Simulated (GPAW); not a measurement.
# WS2 (P6_3/mmc): refractive index against wavelength

The refractive index of WS2 (P6_3/mmc) along x below the direct gap (1.74 eV on the mesh) is read from one computed spectrum, n = √(Re ε). x, y and z are the Cartesian axes of the input cell.

It takes space group P6_3/mmc (No. 194, hexagonal). Conventional cell: a = 3.180 Å, b = 3.180 Å, c = 12.500 Å, α = 90.00°, β = 90.00°, γ = 120.00°. W on site c has 6 S at 2.41 Å as nearest neighbours. S on site f is surrounded by 3 W at 2.41 Å.

Method: GPAW 26.7.0, RPBE, RPA, k-mesh 12×12×6, local fields up to 30 eV, Lorentzian half width 0.1 eV.

Launch of the response step: `OMP_NUM_THREADS=1 python df.py`. The run took 8.7 min, its band step included, on 1 thread of Arm Neoverse V1, on a shared host.

| wavelength (nm) | photon energy E (eV) | n |
| --- | --- | --- |
| 3000 | 0.413 | 3.5322 |
| 2000 | 0.620 | 3.5617 |
| 1550 | 0.800 | 3.5994 |
| 1310 | 0.946 | 3.6399 |
| 1064 | 1.165 | ? |

In the single-oscillator model n² − 1 = E₀E_d/(E₀² − E²), so 1/(n² − 1) = E₀/E_d − E²/(E₀E_d) is linear in E².

Working, on the rows shown:

| x = E² (eV²) | y = 1/(n² − 1) |
| --- | --- |
| 0.170801 | 0.0871351 |
| 0.384302 | 0.0855746 |
| 0.639837 | 0.0836422 |
| 0.895757 | 0.0816402 |

Means: x̄ = 0.52267, ȳ = 0.084498. Σ(x − x̄)(y − ȳ) = -0.002243, Σ(x − x̄)² = 0.2959. Slope = -0.002243 / 0.2959 = -0.007582; intercept = ȳ − slope · x̄ = 0.088461. Turned back into n, the line misses the rows shown by at most 0.00065.

**Question.** What does the fit predict for the withheld row, and how well does it do?

**Answer.** At x = 1.3578 the line gives y = 0.078166, that is 3.7139. The run gave 3.7226, so the extrapolation is off by 0.0087, 5 % of the range in the table.

Refitted with all rows, the slope is -0.007888 and the intercept 0.088594. These give E₀ = √(intercept/−slope) = 3.35 eV and E_d = E₀/intercept = 37.8 eV; E₀ is 1.9 times the direct gap. The electronic limit at long wavelengths, without lattice vibrations, is n = √(1 + 1/intercept) = 3.505. The cell comes from an older database entry, whose edges can be off by a per cent or so. Excitons are left out; RPBE gaps are as a rule too small. The values come from a sum over the points of one k-mesh and carry its error, which grows as the direct gap shrinks. This version of GPAW has incomplete matrix elements in the optical limit, which can lower ε − 1 by up to a tenth where first-row anions or d states rule. Spin-orbit coupling is left out.
